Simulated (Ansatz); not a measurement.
# Na on Mo(110): change of the work function

How does one ordered layer of Na (hollow site) change the work function of Mo(110), and what dipole does each adsorbate carry?

Main program and level: Ansatz 0.2.0; plane-wave DFT, PBE, Ansatz PAW.

### 1. The system as given

The cell holds 4 atoms: 4 Mo. Cell: a = 2.728 Å, b = 2.728 Å, c = 24.682 Å, α = 90.0°, β = 90.0°, γ = 70.5°. Vacuum lies along c.

### 2. The clean slab

The bare slab comes first, as the zero from which every change is counted. The two lowest layers are held at bulk places and the upper ones relax. The dipole correction removes the false field that a one-sided slab makes across the periodic vacuum, so each face gets a flat vacuum level of its own.

The input, input.yaml:

```yaml
crystal:
  lattice:
    - [2.2273863607, -1.575, 0.0]
    - [2.2273863607, 1.575, 0.0]
    - [0.0, 0.0, 24.6821590822]
  atoms:
    - { symbol: Mo, position: [0.0, 0.0, 0.3646358477] }
    - { symbol: Mo, position: [0.5, 0.5, 0.4548786159] }
    - { symbol: Mo, position: [0.0, 0.0, 0.5451213841] }
    - { symbol: Mo, position: [0.5, 0.5, 0.6353641523] }
kpoints:
  mp_grid: { grid: [12, 12, 1] }
hamiltonian:
  xc: pbe
scf:
  occupations: { method: fermi_dirac, width: 0.1 }
  convergence: { dr2_threshold: 1.0e-08 }
efield:
  axis: 3
  dipole_correction: true
  ramp_position: 0.97
  ramp_width: 0.06
relax:
  f_tol: 0.02
  max_steps: 60
  constraints: [{ sites: [0, 1] }]
output:
  write_potential: true
  write_density: true
  volumetric_format: npy
```

Started as:

```console
ansatz run input.yaml --threads 4 --pin off --max-ram 6144MiB --backend cpu --events-out ev --progress --plain --runs-dir out
```

The log of the run:

```text
Engine: ansatz 0.2.0, aarch64-unknown-linux-gnu
Pseudopotentials: kind: paw
Pseudopotential: Mo, paw, valence charge 14, recommended cutoff 420 eV (normal), Mo.paw.azcp
Functional definition: PBE
  parameter kappa = 0.804
  parameter beta = 0.066725
  exchange = pbe_x(kappa = kappa, mu = beta*pi^2/3)
  correlation = pbe_c(beta = beta)
Crystal: 4 atoms, lattice volume = 173.177 Å³
Basis set: ecut = 420 eV, 3445 PW (Γ), exchange–correlation on 40×40×360 points (8 copies of the dense FFT grid, shifted against one another)
Bands: 34, of which v1, the nominal top of the filled ones, is band 28 counted from 1 (27 counted from 0)
Symmetry: 4 space group operations
k-points: 43 of 144
Non-local potential: Mo, projectors of the file, l = 0: 3, l = 1: 2, l = 2: 2, l = 3: 1
PAW form: soft (Blöchl's): semilocal exchange-correlation on the pseudo side does not see the compensation charge
PAW one-centre angular grid: Mo, 590 points (default); XC on 64 Gauss nodes
Initial density: superposition of atomic densities (neutral atoms: chi_scale 0, normalization atom), corrected by the library's trained network
Initial wavefunctions: pseudopotential atomic-orbital guess
Functional: x = pbe(κ = 0.804, μ = 0.219515), c = pbe(β = 0.066725)
SCF iter   1: F=—  HF=-19821.647128 eV  |F-HF|=—  |Δ(HF+E_count)|=         —  Δρ=3.78e-3  dr2=1.40e-1  ethr=1.77e-3  p=-0.000 e·Å  D=-4.77e-14 V/Å  ΔV_dip=0.00 eV  dr2_dipole=1.17e-6  V_vac-E_F(+/−)=4.86/4.86 eV  ⟨swp⟩=8.9  Hψ=15645  notcnv=0  defer=5
efield: sawtooth ramp at fractional position 0.9700 (set: `efield.ramp_position`, or a place that a band, a saddle search or an elastic batch's reference lends), width 0.0600; the density the first Hamiltonian is built on has a dipole p = -0.000 e·Å; the dipole correction subtracts the counter field D = -4.77e-14 V/Å, which shifts the + side's vacuum level by +0.00 eV against the − side's; the planar-averaged density in the ramp window peaks in size at 1.4e-5 e/Å³
automatic band count: the SCF goes on with 40 bands, as 34 were too few: the levels above may hold too much charge
preconditioner: auto → LDOS  [metal: Δε(μ)=0.026 eV  Ē_g=5.170 eV  σ=0.100 eV  W_gap=0.07  n_scr=16 (ndim 8)  ℏωp=13.8 eV  f_vac=0.563  D(μ)=3.57/eV (n_scr^D=14)  β→1.0]
SCF iter   2: F=—  HF=-19821.643445 eV  |F-HF|=—  |Δ(HF+E_count)|=   3.68e-3  Δρ=1.93e-3  dr2=1.96e-2  ethr=2.50e-4  p=0.000 e·Å  D=4.94e-6 V/Å  ΔV_dip=-0.00 eV  dr2_dipole=1.04e-6  V_vac-E_F(+/−)=4.70/4.70 eV  ⟨swp⟩=2.1  Hψ=2763  notcnv=0  defer=21
SCF iter   3: F=—  HF=-19821.641435 eV  |F-HF|=—  |Δ(HF+E_count)|=   2.01e-3  Δρ=5.02e-4  dr2=1.45e-3  ethr=3.50e-5  p=0.000 e·Å  D=3.71e-6 V/Å  ΔV_dip=-0.00 eV  dr2_dipole=1.26e-7  V_vac-E_F(+/−)=4.72/4.72 eV  ⟨swp⟩=2.2  Hψ=2388  notcnv=0  defer=21
SCF iter   4: F=—  HF=-19821.641192 eV  |F-HF|=—  |Δ(HF+E_count)|=   2.43e-4  Δρ=1.36e-4  dr2=7.48e-5  ethr=2.60e-6  p=0.000 e·Å  D=1.73e-6 V/Å  ΔV_dip=-0.00 eV  dr2_dipole=3.25e-8  V_vac-E_F(+/−)=4.71/4.71 eV  ⟨swp⟩=3.0  Hψ=2598  notcnv=0  defer=21
SCF iter   5: F=—  HF=-19821.641218 eV  |F-HF|=—  |Δ(HF+E_count)|=   2.63e-5  Δρ=3.96e-5  dr2=6.14e-6  ethr=1.34e-7  p=0.000 e·Å  D=1.87e-7 V/Å  ΔV_dip=-0.00 eV  dr2_dipole=7.65e-10  V_vac-E_F(+/−)=4.70/4.70 eV  ⟨swp⟩=2.6  Hψ=2473  notcnv=0  defer=21
SCF iter   6: F=—  HF=-19821.641292 eV  |F-HF|=—  |Δ(HF+E_count)|=   7.41e-5  Δρ=1.55e-5  dr2=8.69e-7  ethr=1.10e-8  p=-0.000 e·Å  D=-9.80e-8 V/Å  ΔV_dip=0.00 eV  dr2_dipole=2.52e-12  V_vac-E_F(+/−)=4.70/4.70 eV  ⟨swp⟩=2.1  Hψ=2413  notcnv=0  defer=21
SCF iter   7: F=—  HF=-19821.641293 eV  |F-HF|=—  |Δ(HF+E_count)|=   4.78e-7  Δρ=4.02e-6  dr2=7.37e-8  ethr=1.55e-9  p=-0.000 e·Å  D=-1.26e-7 V/Å  ΔV_dip=0.00 eV  dr2_dipole=3.54e-11  V_vac-E_F(+/−)=4.69/4.69 eV  ⟨swp⟩=2.1  Hψ=2303  notcnv=0  defer=21
SCF iter   8: F=-19821.641293 eV  HF=-19821.641293 eV  |F-HF|=4.35e-9  |Δ(HF+E_count)|=   8.38e-8  Δρ=1.47e-6  dr2=6.61e-9  ethr=1.79e-11  p=-0.000 e·Å  D=-2.54e-8 V/Å  ΔV_dip=0.00 eV  dr2_dipole=1.82e-12  V_vac-E_F(+/−)=4.69/4.69 eV  ⟨swp⟩=10.7  Hψ=11443  notcnv=0
SCF 1 converged in 8 iterations: F = -19821.641293 eV  dr2 = 6.61e-9
  greatest PAW one-centre occupation: 0.998 electrons in one spin orbital (limit 2), on the Mo atom at site 0 (counted from 0), in its partial waves of l = 0
relax step   1: F+E_penalty+E_count = -19821.64129266 eV  Δ(F+E_penalty+E_count) = +0.000e0 eV  max|allowed force component| = 6.071e-1 eV/Å  Δτ_max = 0.0000 Å  (8 SCF iters, accepted)
Bands: 40, of which v1, the nominal top of the filled ones, is band 28 counted from 1 (27 counted from 0)
Initial density: handed on by an earlier stage of this run
Initial wavefunctions: those handed on with the density
iter 1 solved again at ethr=6.81e-4 eV; its pass at ethr=3.10e-3 eV (dr2=3.81e-1 eV) is discarded
SCF iter   1: F=—  HF=-19821.655298 eV  |F-HF|=—  |Δ(HF+E_count)|=         —  Δρ=9.01e-3  dr2=3.79e-1  ethr=6.81e-4  p=0.000 e·Å  D=7.10e-7 V/Å  ΔV_dip=-0.00 eV  dr2_dipole=2.16e-3  V_vac-E_F(+/−)=4.71/4.71 eV  ⟨swp⟩=1.6  Hψ=6582  notcnv=0  defer=26
efield: sawtooth ramp at fractional position 0.9700 (set: `efield.ramp_position`, or a place that a band, a saddle search or an elastic batch's reference lends), width 0.0600; the density the first Hamiltonian is built on has a dipole p = 0.000 e·Å; the dipole correction subtracts the counter field D = 7.10e-7 V/Å, which shifts the + side's vacuum level by -0.00 eV against the − side's; the planar-averaged density in the ramp window peaks in size at 3.6e-6 e/Å³
preconditioner: auto → LDOS  [metal: Δε(μ)=0.032 eV  Ē_g=5.280 eV  σ=0.100 eV  W_gap=0.08  n_scr=16 (ndim 8)  ℏωp=13.8 eV  f_vac=0.569  D(μ)=3.64/eV (n_scr^D=14)  β→1.0]
SCF iter   2: F=—  HF=-19821.637649 eV  |F-HF|=—  |Δ(HF+E_count)|=   1.76e-2  Δρ=4.01e-3  dr2=1.08e-1  ethr=6.78e-4  p=0.007 e·Å  D=7.44e-3 V/Å  ΔV_dip=-0.18 eV  dr2_dipole=1.22e-3  V_vac-E_F(+/−)=4.51/4.69 eV  ⟨swp⟩=2.3  Hψ=2710  notcnv=0  defer=26
SCF iter   3: F=—  HF=-19821.629265 eV  |F-HF|=—  |Δ(HF+E_count)|=   8.38e-3  Δρ=1.79e-3  dr2=1.82e-2  ethr=1.92e-4  p=0.006 e·Å  D=6.37e-3 V/Å  ΔV_dip=-0.16 eV  dr2_dipole=2.87e-4  V_vac-E_F(+/−)=4.55/4.71 eV  ⟨swp⟩=2.4  Hψ=3010  notcnv=0  defer=26
SCF iter   4: F=—  HF=-19821.625513 eV  |F-HF|=—  |Δ(HF+E_count)|=   3.75e-3  Δρ=4.20e-4  dr2=7.00e-4  ethr=3.26e-5  p=0.007 e·Å  D=7.29e-3 V/Å  ΔV_dip=-0.18 eV  dr2_dipole=1.75e-5  V_vac-E_F(+/−)=4.52/4.70 eV  ⟨swp⟩=3.0  Hψ=2790  notcnv=0  defer=26
[...]
preconditioner: auto → LDOS  [metal: Δε(μ)=0.017 eV  Ē_g=5.205 eV  σ=0.100 eV  W_gap=0.04  n_scr=16 (ndim 8)  ℏωp=13.8 eV  f_vac=0.567  D(μ)=3.42/eV (n_scr^D=14)  β→1.0]
SCF iter   2: F=—  HF=-19821.665867 eV  |F-HF|=—  |Δ(HF+E_count)|=   3.93e-3  Δρ=2.32e-3  dr2=4.41e-2  ethr=1.98e-4  p=0.006 e·Å  D=6.20e-3 V/Å  ΔV_dip=-0.15 eV  dr2_dipole=3.08e-3  V_vac-E_F(+/−)=4.55/4.71 eV  ⟨swp⟩=2.0  Hψ=2819  notcnv=0  defer=26
SCF iter   3: F=—  HF=-19821.662932 eV  |F-HF|=—  |Δ(HF+E_count)|=   2.93e-3  Δρ=8.29e-4  dr2=4.40e-3  ethr=7.87e-5  p=0.006 e·Å  D=6.03e-3 V/Å  ΔV_dip=-0.15 eV  dr2_dipole=6.38e-4  V_vac-E_F(+/−)=4.55/4.70 eV  ⟨swp⟩=2.0  Hψ=2289  notcnv=0  defer=26
SCF iter   4: F=—  HF=-19821.662281 eV  |F-HF|=—  |Δ(HF+E_count)|=   6.51e-4  Δρ=2.74e-4  dr2=4.17e-4  ethr=7.86e-6  p=0.005 e·Å  D=5.32e-3 V/Å  ΔV_dip=-0.13 eV  dr2_dipole=6.02e-5  V_vac-E_F(+/−)=4.57/4.70 eV  ⟨swp⟩=3.5  Hψ=3103  notcnv=0  defer=26
SCF iter   5: F=—  HF=-19821.662247 eV  |F-HF|=—  |Δ(HF+E_count)|=   3.44e-5  Δρ=7.82e-5  dr2=1.95e-5  ethr=7.44e-7  p=0.005 e·Å  D=5.03e-3 V/Å  ΔV_dip=-0.12 eV  dr2_dipole=1.52e-6  V_vac-E_F(+/−)=4.57/4.70 eV  ⟨swp⟩=2.5  Hψ=2528  notcnv=0  defer=26
SCF iter   6: F=—  HF=-19821.662255 eV  |F-HF|=—  |Δ(HF+E_count)|=   8.41e-6  Δρ=2.97e-5  dr2=1.83e-6  ethr=3.48e-8  p=0.005 e·Å  D=4.92e-3 V/Å  ΔV_dip=-0.12 eV  dr2_dipole=6.07e-9  V_vac-E_F(+/−)=4.57/4.70 eV  ⟨swp⟩=2.1  Hψ=2353  notcnv=0  defer=26
SCF iter   7: F=—  HF=-19821.662328 eV  |F-HF|=—  |Δ(HF+E_count)|=   7.26e-5  Δρ=1.27e-5  dr2=5.23e-7  ethr=3.28e-9  p=0.005 e·Å  D=4.84e-3 V/Å  ΔV_dip=-0.12 eV  dr2_dipole=2.79e-8  V_vac-E_F(+/−)=4.58/4.70 eV  ⟨swp⟩=2.2  Hψ=2457  notcnv=0  defer=26
SCF iter   8: F=—  HF=-19821.662328 eV  |F-HF|=—  |Δ(HF+E_count)|=   8.18e-8  Δρ=2.77e-6  dr2=3.21e-8  ethr=9.33e-10  p=0.005 e·Å  D=4.83e-3 V/Å  ΔV_dip=-0.12 eV  dr2_dipole=1.62e-9  V_vac-E_F(+/−)=4.58/4.70 eV  ⟨swp⟩=2.8  Hψ=3060  notcnv=0  defer=26
SCF iter   9: F=-19821.662328 eV  HF=-19821.662328 eV  |F-HF|=6.61e-9  |Δ(HF+E_count)|=   1.92e-8  Δρ=8.01e-7  dr2=1.26e-9  ethr=1.79e-11  p=0.005 e·Å  D=4.82e-3 V/Å  ΔV_dip=-0.12 eV  dr2_dipole=8.80e-14  V_vac-E_F(+/−)=4.58/4.70 eV  ⟨swp⟩=10.0  Hψ=11105  notcnv=0
SCF 3 converged in 9 iterations: F = -19821.662328 eV  dr2 = 1.26e-9
relax step   3: F+E_penalty+E_count = -19821.66232783 eV  Δ(F+E_penalty+E_count) = -2.104e-2 eV  max|allowed force component| = 1.718e-1 eV/Å  Δτ_max = 0.0695 Å  (9 SCF iters, accepted)
SCF iter   1: F=—  HF=-19821.663910 eV  |F-HF|=—  |Δ(HF+E_count)|=         —  Δρ=8.39e-4  dr2=3.50e-3  ethr=6.23e-5  p=0.005 e·Å  D=4.82e-3 V/Å  ΔV_dip=-0.12 eV  dr2_dipole=1.17e-4  V_vac-E_F(+/−)=4.57/4.69 eV  ⟨swp⟩=2.4  Hψ=3395  notcnv=0  defer=26
efield: sawtooth ramp at fractional position 0.9700 (set: `efield.ramp_position`, or a place that a band, a saddle search or an elastic batch's reference lends), width 0.0600; the density the first Hamiltonian is built on has a dipole p = 0.005 e·Å; the dipole correction subtracts the counter field D = 4.82e-3 V/Å, which shifts the + side's vacuum level by -0.12 eV against the − side's; the planar-averaged density in the ramp window peaks in size at 4.2e-6 e/Å³
preconditioner: auto → LDOS  [metal: Δε(μ)=0.010 eV  Ē_g=5.198 eV  σ=0.100 eV  W_gap=0.02  n_scr=16 (ndim 8)  ℏωp=13.8 eV  f_vac=0.567  D(μ)=3.47/eV (n_scr^D=14)  β→1.0]
SCF iter   2: F=—  HF=-19821.663782 eV  |F-HF|=—  |Δ(HF+E_count)|=   1.29e-4  Δρ=4.26e-4  dr2=1.37e-3  ethr=6.24e-6  p=0.004 e·Å  D=4.06e-3 V/Å  ΔV_dip=-0.10 eV  dr2_dipole=2.10e-5  V_vac-E_F(+/−)=4.60/4.70 eV  ⟨swp⟩=2.0  Hψ=2569  notcnv=0  defer=26
SCF iter   3: F=—  HF=-19821.663686 eV  |F-HF|=—  |Δ(HF+E_count)|=   9.57e-5  Δρ=1.70e-4  dr2=1.67e-4  ethr=2.44e-6  p=0.004 e·Å  D=4.18e-3 V/Å  ΔV_dip=-0.10 eV  dr2_dipole=3.14e-6  V_vac-E_F(+/−)=4.59/4.69 eV  ⟨swp⟩=2.0  Hψ=2242  notcnv=0  defer=26
SCF iter   4: F=—  HF=-19821.663652 eV  |F-HF|=—  |Δ(HF+E_count)|=   3.40e-5  Δρ=4.02e-5  dr2=5.53e-6  ethr=2.98e-7  p=0.004 e·Å  D=4.07e-3 V/Å  ΔV_dip=-0.10 eV  dr2_dipole=5.64e-7  V_vac-E_F(+/−)=4.60/4.70 eV  ⟨swp⟩=3.4  Hψ=3040  notcnv=0  defer=26
SCF iter   5: F=—  HF=-19821.663725 eV  |F-HF|=—  |Δ(HF+E_count)|=   7.28e-5  Δρ=1.23e-5  dr2=5.70e-7  ethr=9.88e-9  p=0.004 e·Å  D=3.99e-3 V/Å  ΔV_dip=-0.10 eV  dr2_dipole=4.14e-8  V_vac-E_F(+/−)=4.60/4.70 eV  ⟨swp⟩=2.7  Hψ=2634  notcnv=0  defer=26
SCF iter   6: F=—  HF=-19821.663725 eV  |F-HF|=—  |Δ(HF+E_count)|=   2.09e-7  Δρ=3.79e-6  dr2=5.80e-8  ethr=1.02e-9  p=0.004 e·Å  D=3.95e-3 V/Å  ΔV_dip=-0.10 eV  dr2_dipole=2.21e-9  V_vac-E_F(+/−)=4.60/4.70 eV  ⟨swp⟩=2.3  Hψ=2338  notcnv=0  defer=26
SCF iter   7: F=-19821.663725 eV  HF=-19821.663725 eV  |F-HF|=3.94e-9  |Δ(HF+E_count)|=   3.95e-8  Δρ=1.56e-6  dr2=8.46e-9  ethr=1.79e-11  p=0.004 e·Å  D=3.94e-3 V/Å  ΔV_dip=-0.10 eV  dr2_dipole=2.54e-10  V_vac-E_F(+/−)=4.60/4.70 eV  ⟨swp⟩=10.8  Hψ=11522  notcnv=0
SCF 4 converged in 7 iterations: F = -19821.663725 eV  dr2 = 8.46e-9
relax step   4: F+E_penalty+E_count = -19821.66372504 eV  Δ(F+E_penalty+E_count) = -1.397e-3 eV  max|allowed force component| = 6.160e-3 eV/Å  Δτ_max = 0.0105 Å  (7 SCF iters, accepted)
NSCF: frozen V_eff on 43 k-points
the band table was solved once a step of the walk had ended and its energy, with any forces and stress, was formed, with the checks that follow a solve (8311 applications of the Hamiltonian). They found nothing against the state; the energy, forces and stress were not computed again (output.eigenvalues in the input reference)
SCF converged after 7 iterations
Free energy (F): -19821.663725 eV
Harris-Foulkes:  -19821.663725 eV  (|F-HF|=3.94e-9)
Internal energy: -19821.546906 eV  (E = F + TS)
E sigma→0 (E₀):  -19821.605316 eV
Entropy (-TS):   -0.116819 eV (-29.205 meV/atom)
Fermi energy:    4.749028 eV
Dipole field:    D = 0.003959 V/Å  (p = 0.003789 e·Å, saw-weighted, corrected)
Work function:   Φ+ = 4.5981 eV   Φ− = 4.6959 eV
Levels:          The Fermi level and band energies are counted from a zero that moves with the ramp; work functions are not
--- Per-component energies (eV) ---
  E_band       = -1128.803111
  E_kinetic    = 1758.636080
  E_local      = -73076.345041  (includes V_loc(G=0)·N_el)
  E_nonlocal   = 573.008628
  E_hartree    = 35551.715061
  E_xc         = -730.509319
  E_vxc        = -911.323819  (∫ρ·V_xc dr)
  E_paw        = -12805.328644  (= ΣΔE_a)
  E_vpaw       = -576.218630  (= ΣTr[D̂ρ^β])
  E_aug_tail   = 0.000170  (compensation charges beyond the density's cutoff)
  E_efield     = 0.000007  (sawtooth field / dipole correction)
  E_vefield    = 0.002053  (∫n·V_field dr)
  E_ewald      = 28907.276150
  E_smearing   = -0.116819  (= −TS)
  E_closure    = -0.000000  (closes the sum)
  Σ components = -19821.663725   (vs F -19821.663725, Δ=0.00e0)
--- Forces (eV/Å), atoms counted from 1 ---
  atom   1  Mo     0.00000000     0.00000000     0.48968418
  atom   2  Mo     0.00000000    -0.00000000    -0.48732710
  atom   3  Mo     0.00000000    -0.00000000    -0.00615965
  atom   4  Mo     0.00000000     0.00000000     0.00374722
  max |Σ_I F_I| component: 5.54e-5 eV/Å
--- Band table (eV; the first three rows and the last of 43) ---
  k-point 0: bands = [... 24 lower, 3.2679, 3.3587, 3.5222, 3.7666, 4.8655, 5.1015, 5.8499, 5.9160, ... 8 higher]
  k-point 1: bands = [... 24 lower, 3.1262, 3.2374, 3.5562, 3.9741, 4.5550, 5.1890, 5.4643, 5.7715, ... 8 higher]
  k-point 2: bands = [... 24 lower, 2.9540, 3.0742, 3.7021, 3.9784, 4.4501, 4.6794, 5.6510, 5.7078, ... 8 higher]
  k-point 42: bands = [... 24 lower, 3.2412, 5.2680, 5.2859, 5.5507, 5.7353, 6.1980, 7.4154, 7.7054, ... 8 higher]
--- Relaxed structure (4 steps of the walk, 3 accepted, 0 SCFs on fresh bases) ---
  F+E_penalty+E_count = -19821.66372504 eV   max|allowed force component| = 6.160e-3 eV/Å
  atoms:
    - { symbol: Mo, position: [0.0, 0.0, 0.364636] }
    - { symbol: Mo, position: [0.500000, 0.500000, 0.454879] }
    - { symbol: Mo, position: [-3.918100e-19, 3.918100e-19, 0.546022] }
    - { symbol: Mo, position: [0.500000, 0.500000, 0.632974] }
```

It took 22 s on 4 threads of Arm Neoverse V2, shared host; peak memory 0.56 GiB; 86 s of CPU time.

Step by step:

```
step  energy less that of the first step (eV)  largest force component (eV/Å)
   1                                   0.0000                          0.6071
   2                                   0.0156                          0.8030
   3                                  -0.0210                          0.1718
   4                                  -0.0224                          0.0062
```

Relaxation step 2 was tried and not accepted.

Forces are held to the 4 operations that the program found; a distortion that breaks them can't arise in this run.

The atoms that moved most (Å):

```
atom     dx     dy      dz  length
 Mo4  0.000  0.000  -0.059   0.059
 Mo3  0.000  0.000   0.022   0.022
```

Final coordinates:

```xyz
4
Lattice="2.2274 -1.5750 0.0000 2.2274 1.5750 0.0000 0.0000 0.0000 24.6822" Properties=species:S:1:pos:R:3
Mo    0.0000    0.0000    9.0000
Mo    2.2274    0.0000   11.2274
Mo    0.0000    0.0000   13.4770
Mo    2.2274    0.0000   15.6232
```

Read from the output:

```yaml
energy_at_zero_smearing: -19821.6053 eV
work_function_upper_face: 4.598 eV
work_function_lower_face: 4.696 eV
dipole_along_the_normal: 0.003789 e·Å
step_between_the_vacuum_levels: -0.09771 eV
```

Running mean over 2.227 Å of the planar mean; the ramp of the sawtooth is left out. Table of electron's electrostatic potential energy less the Fermi level by z:

```
z (Å)  electron's electrostatic potential energy less the Fermi level (eV)
  3.5                                                                 4.70
  4.0                                                                 4.69
  4.5                                                                 4.69
  5.0                                                                 4.68
  5.5                                                                 4.65
  6.0                                                                 4.55
  6.5                                                                 4.23
  7.0                                                                 3.21
  7.5                                                               -0.134
  8.0                                                                -5.98
  8.5                                                                -10.8
  9.0                                                                -12.4
  9.5                                                                -12.6
 10.0                                                                -12.7
 10.5                                                                -12.8
 11.0                                                                -12.9
 11.5                                                                -12.9
 12.0                                                                -12.7
 12.5                                                                -12.7
 13.0                                                                -12.8
 13.5                                                                -13.0
 14.0                                                                -13.4
 14.5                                                                -13.7
 15.0                                                                -13.3
 15.5                                                                -12.7
 16.0                                                                -11.5
 16.5                                                                -7.48
 17.0                                                                -1.49
 17.5                                                                 2.59
 18.0                                                                 3.99
 18.5                                                                 4.41
 19.0                                                                 4.54
 19.5                                                                 4.58
 20.0                                                                 4.59
 20.5                                                                 4.60
 21.0                                                                 4.60
 21.5                                                                 4.60
```

The relaxation took 4 steps and lowered the energy by 0.022 eV; the largest force on the free atoms ends at 0.0062 eV/Å.

The work function of the upper face is 4.60 eV.

[end of part 1 of 3]

[Long decimals in the printed logs are rounded to 6 places.]

[Logs are printed without paths, hosts, clocks, repeated set-up lines and the standing remarks that a program may print on its own settings, such as how far it seeks lower states.]

[Hosts, paths, dates, database ids (printed as entryN), source tags and the programs' standing remarks are cut or masked in the printed files.]

[Maps of the electrostatic potential energy from Ansatz leave out the sawtooth potential of an applied field or a dipole correction, so their vacuum need not be flat; planar profiles and work functions include it.]
